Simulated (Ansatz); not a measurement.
## Work function of W(110): what the settings cost and change

Aim: the work function of W(110) against thickness and vacuum, with the cost.

Method: plane-wave DFT, PBE, Ansatz PAW, in Ansatz 0.2.0.

**What experiment says.**

“Anisotropic work function of elemental crystals” (2019, arxiv:1902.07811) quotes from earlier work for W (clean (110) face, a compiled value): work function (clean (110) face, a compiled value) 5.25 eV.

## (1) The starting structure

The cell holds 1 atom: 1 W. Its edges and angles: a = 2.737 Å, b = 2.737 Å, c = 18.000 Å, α = 90.0°, β = 90.0°, γ = 70.5°. Vacuum lies along c.

## (2) Run, setting 1 layer

A work function rests on the faint tail of the density, so the SCF threshold is tight. The slab grows from one layer, at fixed mesh and 18 Å of vacuum; then the vacuum is varied on one slab.

Input file input.yaml:

```yaml
crystal:
  lattice:
    - [2.2344574285, -1.58, 0.0]
    - [2.2344574285, 1.58, 0.0]
    - [0.0, 0.0, 18.0]
  atoms:
    - { symbol: W, position: [0.0, 0.0, 0.5] }
kpoints:
  mp_grid: { grid: [16, 16, 1] }
hamiltonian:
  xc: pbe
scf:
  occupations: { method: fermi_dirac, width: 0.1 }
  convergence: { dr2_threshold: 1.0e-09 }
efield:
  axis: 3
  dipole_correction: true
  ramp_position: 0.97
  ramp_width: 0.06
output:
  write_potential: true
  write_density: true
  volumetric_format: npy
  elf: true
```

Launch:

```sh
ansatz run input.yaml --threads 2 --pin off --max-ram 3072MiB --backend cpu --events-out ev --progress --plain --runs-dir out
```

Numbers of over 12 decimals in the logs are rounded to 6 here.

What it wrote:

```text
Engine: ansatz 0.2.0, aarch64-unknown-linux-gnu
Pseudopotentials: kind: paw
Pseudopotential: W, paw, valence charge 14, recommended cutoff 420 eV (normal), W.paw.azcp
Functional definition: PBE
  parameter kappa = 0.804
  parameter beta = 0.066725
  exchange = pbe_x(kappa = kappa, mu = beta*pi^2/3)
  correlation = pbe_c(beta = beta)
Crystal: 1 atoms, lattice volume = 127.096 Å³
Basis set: ecut = 420 eV, 2507 PW (Γ)
Bands: 11, of which v1, the nominal top of the filled ones, is band 7 counted from 1 (6 counted from 0)
Symmetry: 4 space group operations
k-points: 73 of 256
Non-local potential: W, projectors of the file, l = 0: 3, l = 1: 2, l = 2: 2, l = 3: 1
PAW form: soft (Blöchl's): semilocal exchange-correlation on the pseudo side does not see the compensation charge
PAW one-centre angular grid: W, 590 points (default); XC on 64 Gauss nodes
Initial density: superposition of atomic densities (neutral atoms: chi_scale 0, normalization atom), corrected by the library's trained network
Initial wavefunctions: pseudopotential atomic-orbital guess
Functional: x = pbe(κ = 0.804, μ = 0.219515), c = pbe(β = 0.066725)
SCF iter   1: F=—  HF=-10381.617084 eV  |F-HF|=—  |Δ(HF+E_count)|=         —  Δρ=3.21e-3  dr2=3.30e-2  ethr=1.77e-3  p=0.000 e·Å  D=1.65e-16 V/Å  ΔV_dip=-0.00 eV  dr2_dipole=7.15e-12  V_vac-E_F(+/−)=4.93/4.93 eV  ⟨swp⟩=6.1  Hψ=5123  notcnv=0
efield: sawtooth ramp at fractional position 0.9700 (set: `efield.ramp_position`, or a place that a band, a saddle search or an elastic batch's reference lends), width 0.0600; the density the first Hamiltonian is built on has a dipole p = 0.000 e·Å; the dipole correction subtracts the counter field D = 1.65e-16 V/Å, which shifts the + side's vacuum level by -0.00 eV against the − side's; the planar-averaged density in the ramp window peaks in size at 1.2e-5 e/Å³
preconditioner: auto → LDOS  [metal: Δε(μ)=0.032 eV  Ē_g=4.904 eV  σ=0.100 eV  W_gap=0.08  n_scr=10 (ndim 8)  ℏωp=8.1 eV  f_vac=0.728  D(μ)=1.78/eV (n_scr^D=8)  β→1.0]
SCF iter   2: F=—  HF=-10381.611213 eV  |F-HF|=—  |Δ(HF+E_count)|=   5.87e-3  Δρ=1.99e-3  dr2=3.84e-3  ethr=2.36e-4  p=0.000 e·Å  D=6.49e-7 V/Å  ΔV_dip=-0.00 eV  dr2_dipole=2.14e-11  V_vac-E_F(+/−)=5.19/5.19 eV  ⟨swp⟩=2.6  Hψ=1860  notcnv=0
SCF iter   3: F=—  HF=-10381.611183 eV  |F-HF|=—  |Δ(HF+E_count)|=   3.00e-5  Δρ=4.27e-4  dr2=9.87e-4  ethr=2.75e-5  p=-0.000 e·Å  D=-4.38e-8 V/Å  ΔV_dip=0.00 eV  dr2_dipole=2.36e-12  V_vac-E_F(+/−)=5.21/5.21 eV  ⟨swp⟩=2.5  Hψ=1227  notcnv=0
SCF iter   4: F=—  HF=-10381.611032 eV  |F-HF|=—  |Δ(HF+E_count)|=   1.51e-4  Δρ=1.68e-4  dr2=1.31e-4  ethr=7.05e-6  p=0.000 e·Å  D=1.48e-8 V/Å  ΔV_dip=-0.00 eV  dr2_dipole=8.74e-13  V_vac-E_F(+/−)=5.26/5.26 eV  ⟨swp⟩=1.7  Hψ=880  notcnv=0
SCF iter   5: F=—  HF=-10381.611026 eV  |F-HF|=—  |Δ(HF+E_count)|=   6.29e-6  Δρ=4.17e-5  dr2=7.69e-6  ethr=9.38e-7  p=-0.000 e·Å  D=-9.66e-8 V/Å  ΔV_dip=0.00 eV  dr2_dipole=1.34e-12  V_vac-E_F(+/−)=5.29/5.29 eV  ⟨swp⟩=1.9  Hψ=966  notcnv=0
SCF iter   6: F=—  HF=-10381.611026 eV  |F-HF|=—  |Δ(HF+E_count)|=   2.33e-7  Δρ=6.40e-6  dr2=1.30e-7  ethr=5.49e-8  p=0.000 e·Å  D=2.76e-8 V/Å  ΔV_dip=-0.00 eV  dr2_dipole=1.28e-13  V_vac-E_F(+/−)=5.30/5.30 eV  ⟨swp⟩=2.2  Hψ=1034  notcnv=0
SCF iter   7: F=—  HF=-10381.611024 eV  |F-HF|=—  |Δ(HF+E_count)|=   1.20e-6  Δρ=8.23e-7  dr2=4.08e-10  ethr=7.14e-12  p=-0.000 e·Å  D=-1.38e-8 V/Å  ΔV_dip=0.00 eV  dr2_dipole=8.46e-14  V_vac-E_F(+/−)=5.30/5.30 eV  ⟨swp⟩=5.0  Hψ=3961  notcnv=0
SCF iter   8: F=-10381.611024 eV  HF=-10381.611024 eV  |F-HF|=6.55e-11  |Δ(HF+E_count)|=   1.97e-9  Δρ=1.54e-7  dr2=2.13e-11  ethr=2.92e-12  p=0.000 e·Å  D=2.03e-8 V/Å  ΔV_dip=-0.00 eV  dr2_dipole=5.40e-14  V_vac-E_F(+/−)=5.30/5.30 eV  ⟨swp⟩=1.0  Hψ=2557  notcnv=0
SCF 1 converged in 8 iterations: F = -10381.611024 eV  dr2 = 2.13e-11
  greatest PAW one-centre occupation: 1.000 electrons in one spin orbital (limit 2), on the W atom at site 0 (counted from 0), in its partial waves of l = 0
WARN: The output density's exchange-correlation potential varies sharply where the density is thin. Do not read a vacuum level from v_tot or v_xc, or from such a field of the output density. On a cell that repeats whose density bears no net charge and no dipole along the vacuum's axis use v_es (v_loc + v_h of the components); under efield.dipole_correction with no amplitude use v_es + v_field, which holds any externa [...]
SCF converged after 8 iterations
Free energy (F): -10381.611024 eV
Harris-Foulkes:  -10381.611024 eV  (|F-HF|=6.55e-11)
Internal energy: -10381.553525 eV  (E = F + TS)
E sigma→0 (E₀):  -10381.582275 eV
Entropy (-TS):   -0.057499 eV (-57.499 meV/atom)
Fermi energy:    -1.695850 eV
Dipole field:    D = -0.000000 V/Å  (p = -0.000000 e·Å, saw-weighted, corrected)
Work function:   Φ+ = 5.2984 eV   Φ− = 5.2983 eV
Levels:          The Fermi level and band energies are counted from a zero that moves with the ramp; work functions are not
--- Per-component energies (eV) ---
  E_band       = -412.365810
  E_kinetic    = 440.659226
  E_local      = -6880.006626  (includes V_loc(G=0)·N_el)
  E_nonlocal   = 2.764956
  E_hartree    = 3190.313457
  E_xc         = -261.569632
  E_vxc        = -231.649456  (∫ρ·V_xc dr)
  E_paw        = -8562.406055  (= ΣΔE_a)
  E_vpaw       = -124.760741  (= ΣTr[D̂ρ^β])
  E_aug_tail   = -0.000060  (compensation charges beyond the density's cutoff)
  E_efield     = 0.000000  (sawtooth field / dipole correction)
  E_vefield    = 0.000000  (∫n·V_field dr)
  E_ewald      = 1688.691210
  E_smearing   = -0.057499  (= −TS)
  E_closure    = -0.000000  (closes the sum)
  Σ components = -10381.611024   (vs F -10381.611024, Δ=0.00e0)
--- Band table (eV; the first three rows and the last of 73) ---
  k-point 0: bands = [... 3 lower, -39.2182, -7.9066, -3.6215, -3.0369, -1.0977, 0.5873, 0.8285, 1.4821]
  k-point 1: bands = [... 3 lower, -39.2380, -7.7566, -3.5813, -2.9772, -1.2500, 0.5551, 0.9095, 1.4500]
  k-point 2: bands = [... 3 lower, -39.2812, -7.3324, -3.4792, -2.7909, -1.6483, 0.5149, 1.0914, 1.4284]
  k-point 72: bands = [... 3 lower, -39.9288, -5.6124, -3.6512, -1.0919, -0.4031, 2.2612, 4.3347, 6.2899]
```

Run time: 15 s. Hardware: 2 threads of Arm Neoverse N1, shared host; peak memory 0.46 GiB; 29 s of CPU time.

In the SCF lines HF is the Harris–Foulkes energy and dr2 the Hartree energy of the density residual, in eV; the loop may stop once dr2 is under the threshold and the program's other checks hold. Hψ counts applications of the Hamiltonian.

This step gave:

| Quantity | Value |
| --- | --- |
| energy at zero smearing | -10381.5823 eV |
| work function, upper face | 5.298 eV |

Running mean over 2.234 Å of the planar mean; the ramp of the sawtooth is left out. The electron's electrostatic potential energy less the Fermi level by z:

```csv
z (Å),electron's electrostatic potential energy less the Fermi level (eV)
2.88,5.30
3.17,5.30
3.60,5.30
3.89,5.30
4.18,5.30
4.46,5.30
4.90,5.29
5.18,5.28
5.47,5.26
5.90,5.19
6.19,5.08
6.48,4.84
6.91,3.98
7.20,2.65
7.49,0.309
7.78,-2.86
8.21,-7.84
8.50,-10.3
8.78,-11.6
9.22,-11.6
9.50,-10.3
9.79,-7.84
10.22,-2.86
10.51,0.309
10.80,2.65
11.09,3.98
11.52,4.84
11.81,5.08
12.10,5.19
12.53,5.26
12.82,5.28
13.10,5.29
13.54,5.30
13.82,5.30
14.11,5.30
14.40,5.30
14.83,5.30
15.12,5.30
```

ELF in the ca plane at fractional y = 0.000, with atoms of W within 0.2 Å of it. It is the smooth field of the valence electrons, not physical close to the nuclei.

Values, 5 rows by 16 columns, each cell a mean:
```
0.00 0.00 0.00 0.00 0.00 0.03 0.13 0.46 0.51 0.15 0.05 0.00 0.00 0.00 0.00 0.00
0.00 0.00 0.00 0.00 0.00 0.04 0.25 0.35 0.38 0.28 0.07 0.00 0.00 0.00 0.00 0.00
0.00 0.00 0.00 0.00 0.00 0.05 0.32 0.40 0.39 0.37 0.08 0.00 0.00 0.00 0.00 0.00
0.00 0.00 0.00 0.00 0.00 0.04 0.20 0.38 0.45 0.22 0.06 0.00 0.00 0.00 0.00 0.00
0.00 0.00 0.00 0.00 0.00 0.03 0.12 0.45 0.45 0.13 0.04 0.00 0.00 0.00 0.00 0.00
```
Columns run along c (18.0 Å), rows up along a (2.7 Å). Atoms in or near the plane, at fractional coordinates: W at (0.50, 0.00).

Valence density in the ca plane at fractional y = 0.000, with atoms of W within 0.2 Å of it. It is the smooth field of the valence electrons, not physical close to the nuclei.

Ten steps, logarithmic in the rise over the least value, from '0' (0.0 e/Å³) to '9' (5.0 e/Å³), each cell a mean:
```
00000000000000000014899962100000000000000000
00000000000000000013689742100000000000000000
00000000000000000013466532100000000000000000
00000000000000000012344432100000000000000000
00000000000000000012455432100000000000000000
00000000000000000013578642100000000000000000
00000000000000000013799852100000000000000000
00000000000000000014899962100000000000000000
```
Columns run along c (18.0 Å), rows up along a (2.7 Å). Atoms in or near the plane, at fractional coordinates: W at (0.50, 0.00).

Electrostatic potential energy in the ca plane at fractional y = 0.000, with atoms of W within 0.2 Å of it. With pseudopotentials it is smooth inside the atoms' cores, unlike the true potential.

Ten even steps from '0' (-44 eV) to '9' (4 eV), each cell a mean:
```
99999999999999999997100048999999999999999999
99999999999999999998400268999999999999999999
99999999999999999998754689999999999999999999
99999999999999999999887899999999999999999999
99999999999999999999876789999999999999999999
99999999999999999998621479999999999999999999
99999999999999999997200058999999999999999999
99999999999999999986100048999999999999999999
```
Columns run along c (18.0 Å; values clipped at the 3rd and 97th percentile), rows up along a (2.7 Å). Atoms in or near the plane, at fractional coordinates: W at (0.50, 0.00).

The work function is 5.298 eV.

## (3) Slab, 2 atoms

System of this step: W(110). The cell holds 2 atoms: 2 W. Cell: a = 2.737 Å, b = 2.737 Å, c = 20.234 Å, α = 90.0°, β = 90.0°, γ = 70.5°. Vacuum lies along c.

input.yaml, the sections that differ from step 2:

```yaml
crystal:
  lattice:
    - [2.2344574285, -1.58, 0.0]
    - [2.2344574285, 1.58, 0.0]
    - [0.0, 0.0, 20.2344574285]
  atoms:
    - { symbol: W, position: [0.0, 0.0, 0.4447858329] }
    - { symbol: W, position: [0.5, 0.5, 0.5552141671] }
output:
  write_potential: true
  write_density: true
  volumetric_format: npy
# kpoints, hamiltonian, scf, efield: as in step 2
```

What it wrote:

```text
[...]
Crystal: 2 atoms, lattice volume = 142.873 Å³
Basis set: ecut = 420 eV, 2837 PW (Γ)
Bands: 18, of which v1, the nominal top of the filled ones, is band 14 counted from 1 (13 counted from 0)
Symmetry: 4 space group operations
k-points: 73 of 256
[...]
k-point 0: bands = [... 10 lower, -1.3073, -0.1175, 0.1816, 0.2349, 1.9163, 1.9224, 3.4307, 3.7499, ... 4 higher]
  k-point 1: bands = [... 10 lower, -1.2772, -0.0991, 0.1378, 0.2309, 1.7398, 2.0125, 3.3725, 3.6526, ... 4 higher]
  k-point 2: bands = [... 10 lower, -1.2057, -0.1399, -0.0983, 0.4121, 1.3754, 2.2440, 3.3252, 3.5112, ... 4 higher]
  k-point 72: bands = [... 10 lower, -2.8716, -0.3114, 0.9741, 2.4612, 3.7314, 3.8481, 4.2571, 7.1098, ... 4 higher]
[key lines of the parts left out:]
SCF converged after 8 iterations
Free energy (F): -20766.863269 eV
Fermi energy:    1.372483 eV
Dipole field:    D = 0.000000 V/Å  (p = 0.000000 e·Å, saw-weighted, corrected)
Work function:   Φ+ = 4.7678 eV   Φ− = 4.7678 eV
```

Elapsed: 29 s, on 2 threads; peak memory 0.51 GiB; 57 s of CPU time.

The work function is 4.768 eV, -0.531 eV from the run “1 layer”, at 2.0 times its CPU time.

## (4) Run, 3 atoms

System of this step: W(110). The cell holds 3 atoms: 3 W. Its edges and angles: a = 2.737 Å, b = 2.737 Å, c = 22.469 Å, α = 90.0°, β = 90.0°, γ = 70.5°. Vacuum lies along c.

input.yaml, the sections that differ from step 3:

```yaml
crystal:
  lattice:
    - [2.2344574285, -1.58, 0.0]
    - [2.2344574285, 1.58, 0.0]
    - [0.0, 0.0, 22.4689148571]
  atoms:
    - { symbol: W, position: [0.0, 0.0, 0.4005533893] }
    - { symbol: W, position: [0.5, 0.5, 0.5] }
    - { symbol: W, position: [0.0, 0.0, 0.5994466107] }
# kpoints, hamiltonian, scf, efield, output: as in step 3
```

What it wrote:

```text
[...]
Crystal: 3 atoms, lattice volume = 158.650 Å³
Basis set: ecut = 420 eV, 3141 PW (Γ)
Bands: 26, of which v1, the nominal top of the filled ones, is band 21 counted from 1 (20 counted from 0)
Symmetry: 4 space group operations
k-points: 73 of 256
[...]
k-point 0: bands = [... 17 lower, 1.8550, 2.0000, 2.2129, 2.7387, 3.1435, 3.9954, 5.2361, 5.5358, ... 6 higher]
  k-point 1: bands = [... 17 lower, 1.7481, 2.0040, 2.2508, 2.6354, 3.2284, 3.7976, 5.1691, 5.3816, ... 6 higher]
  k-point 2: bands = [... 17 lower, 1.5028, 1.8705, 2.2121, 2.7085, 3.1077, 3.6930, 5.0884, 5.1730, ... 6 higher]
  k-point 72: bands = [... 17 lower, 0.8408, 3.4284, 3.7145, 4.1423, 4.7387, 5.7921, 6.6016, 6.7363, ... 6 higher]
[key lines of the parts left out:]
SCF converged after 9 iterations
Free energy (F): -31151.548249 eV
Fermi energy:    3.415924 eV
Dipole field:    D = -0.000001 V/Å  (p = -0.000001 e·Å, saw-weighted, corrected)
Work function:   Φ+ = 4.8973 eV   Φ− = 4.8973 eV
```

Wall time 47 s (2 threads); peak memory 0.62 GiB.

The work function is 4.897 eV, +0.130 eV from the run “2 layers”, at 1.6 times its CPU time.

## (5) Slab, 4 atoms

System of this step: W(110). The cell holds 4 atoms: 4 W. Its edges and angles: a = 2.737 Å, b = 2.737 Å, c = 24.703 Å, α = 90.0°, β = 90.0°, γ = 70.5°. Vacuum lies along c.

input.yaml, the sections that differ from step 4:

```yaml
crystal:
  lattice:
    - [2.2344574285, -1.58, 0.0]
    - [2.2344574285, 1.58, 0.0]
    - [0.0, 0.0, 24.7033722856]
  atoms:
    - { symbol: W, position: [0.0, 0.0, 0.3643227287] }
    - { symbol: W, position: [0.5, 0.5, 0.4547742429] }
    - { symbol: W, position: [0.0, 0.0, 0.5452257571] }
    - { symbol: W, position: [0.5, 0.5, 0.6356772713] }
# kpoints, hamiltonian, scf, efield, output: as in step 4
```

What it wrote:

```text
[...]
Crystal: 4 atoms, lattice volume = 174.428 Å³
Basis set: ecut = 420 eV, 3461 PW (Γ)
Bands: 34, of which v1, the nominal top of the filled ones, is band 28 counted from 1 (27 counted from 0)
Symmetry: 4 space group operations
k-points: 73 of 256
[...]
k-point 0: bands = [... 24 lower, 3.6711, 3.7588, 3.9238, 4.4818, 4.7751, 5.7323, 6.0911, 6.9177, ... 8 higher]
  k-point 1: bands = [... 24 lower, 3.5541, 3.7537, 3.9962, 4.5124, 4.7202, 5.4823, 6.2207, 6.7928, ... 8 higher]
  k-point 2: bands = [... 24 lower, 3.3593, 3.6248, 4.2103, 4.2975, 4.9765, 4.9785, 6.5198, 6.6207, ... 8 higher]
  k-point 72: bands = [... 24 lower, 3.8580, 5.6519, 5.8289, 6.2636, 6.2908, 6.8161, 7.2298, 8.8189, ... 8 higher]
[key lines of the parts left out:]
SCF converged after 9 iterations
Free energy (F): -41536.449008 eV
Fermi energy:    5.178990 eV
Dipole field:    D = -0.000001 V/Å  (p = -0.000001 e·Å, saw-weighted, corrected)
Work function:   Φ+ = 4.9095 eV   Φ− = 4.9095 eV
```

Elapsed: 65 s, on 2 threads; peak memory 0.75 GiB.

The work function is 4.909 eV, +0.012 eV from the run “3 layers”, at 1.2 times its CPU time.

## (6) Run, 5 atoms

System of this step: W(110). The cell holds 5 atoms: 5 W. Cell: a = 2.737 Å, b = 2.737 Å, c = 26.938 Å, α = 90.0°, β = 90.0°, γ = 70.5°. Vacuum lies along c.

input.yaml, the sections that differ from step 5:

```yaml
crystal:
  lattice:
    - [2.2344574285, -1.58, 0.0]
    - [2.2344574285, 1.58, 0.0]
    - [0.0, 0.0, 26.9378297142]
  atoms:
    - { symbol: W, position: [0.0, 0.0, 0.3341026391] }
    - { symbol: W, position: [0.5, 0.5, 0.4170513196] }
    - { symbol: W, position: [0.0, 0.0, 0.5] }
    - { symbol: W, position: [0.5, 0.5, 0.5829486804] }
    - { symbol: W, position: [0.0, 0.0, 0.6658973609] }
# kpoints, hamiltonian, scf, efield, output: as in step 5
```

What it wrote:

```text
[...]
Crystal: 5 atoms, lattice volume = 190.205 Å³
Basis set: ecut = 420 eV, 3773 PW (Γ)
Bands: 42, of which v1, the nominal top of the filled ones, is band 35 counted from 1 (34 counted from 0)
Symmetry: 4 space group operations
k-points: 73 of 256
[...]
k-point 0: bands = [... 31 lower, 5.2620, 5.3537, 5.3866, 5.7644, 6.4630, 6.8795, 7.2200, 8.2873, ... 10 higher]
  k-point 1: bands = [... 31 lower, 5.2283, 5.2449, 5.4646, 5.8902, 6.2932, 6.9606, 7.0256, 8.1627, ... 10 higher]
  k-point 2: bands = [... 31 lower, 5.0089, 5.0854, 5.6955, 6.0373, 6.0717, 6.5067, 7.3803, 8.0038, ... 10 higher]
  k-point 72: bands = [... 31 lower, 6.3735, 7.0821, 7.2674, 7.5477, 8.3178, 8.5227, 8.5291, 8.5953, ... 10 higher]
[key lines of the parts left out:]
SCF converged after 9 iterations
Free energy (F): -51921.253288 eV
Fermi energy:    6.646019 eV
Dipole field:    D = -0.000001 V/Å  (p = -0.000001 e·Å, saw-weighted, corrected)
Work function:   Φ+ = 4.8927 eV   Φ− = 4.8927 eV
```

Wall time 92 s (2 threads); peak memory 0.88 GiB.

The work function is 4.893 eV, -0.017 eV from the run “4 layers”, at 1.5 times its CPU time.

## (7) Run, 6 atoms

System of this step: W(110). The cell holds 6 atoms: 6 W. Cell: a = 2.737 Å, b = 2.737 Å, c = 29.172 Å, α = 90.0°, β = 90.0°, γ = 70.5°. Vacuum lies along c.

input.yaml, the sections that differ from step 6:

```yaml
crystal:
  lattice:
    - [2.2344574285, -1.58, 0.0]
    - [2.2344574285, 1.58, 0.0]
    - [0.0, 0.0, 29.1722871427]
  atoms:
    - { symbol: W, position: [0.0, 0.0, 0.3085119777] }
    - { symbol: W, position: [0.5, 0.5, 0.3851071866] }
    - { symbol: W, position: [0.0, 0.0, 0.4617023955] }
    - { symbol: W, position: [0.5, 0.5, 0.5382976045] }
    - { symbol: W, position: [0.0, 0.0, 0.6148928134] }
    - { symbol: W, position: [0.5, 0.5, 0.6914880223] }
# kpoints, hamiltonian, scf, efield, output: as in step 6
```

What it wrote:

```text
[...]
Crystal: 6 atoms, lattice volume = 205.982 Å³
Basis set: ecut = 420 eV, 4111 PW (Γ)
Bands: 51, of which v1, the nominal top of the filled ones, is band 42 counted from 1 (41 counted from 0)
Symmetry: 4 space group operations
k-points: 73 of 256
[...]
k-point 0: bands = [... 38 lower, 6.5348, 6.6093, 6.8240, 6.8832, 7.6961, 7.8519, 8.4639, 8.9613, ... 14 higher]
  k-point 1: bands = [... 38 lower, 6.4828, 6.6279, 6.7362, 7.0013, 7.6744, 7.8296, 8.1996, 9.1021, ... 14 higher]
  k-point 2: bands = [... 38 lower, 6.3119, 6.3673, 7.0570, 7.0669, 7.4854, 7.5919, 8.2348, 9.2124, ... 14 higher]
  k-point 72: bands = [... 38 lower, 8.1477, 8.4072, 8.5164, 8.9401, 8.9695, 9.6196, 9.6440, 10.3242, ... 14 higher]
[key lines of the parts left out:]
SCF converged after 9 iterations
Free energy (F): -62306.094320 eV
Fermi energy:    7.870074 eV
Dipole field:    D = 0.000000 V/Å  (p = 0.000000 e·Å, saw-weighted, corrected)
Work function:   Φ+ = 4.9102 eV   Φ− = 4.9102 eV
```

The job ended after 1.9 min (2 threads; peak memory 1.1 GiB; 3.8 min of CPU time).

The work function is 4.910 eV, +0.017 eV from the run “5 layers”, at 1.4 times its CPU time.

(Continued in part 2 of 2.)

[Logs are printed without paths, hosts, clocks, repeated set-up lines and the standing remarks that a program may print on its own settings, such as how far it seeks lower states.]

[Hosts, paths, dates, database ids (printed as entryN), source tags and the programs' standing remarks are cut or masked in the printed files.]

[Maps of the electrostatic potential energy from Ansatz leave out the sawtooth potential of an applied field or a dipole correction, so their vacuum need not be flat; planar profiles and work functions include it.]
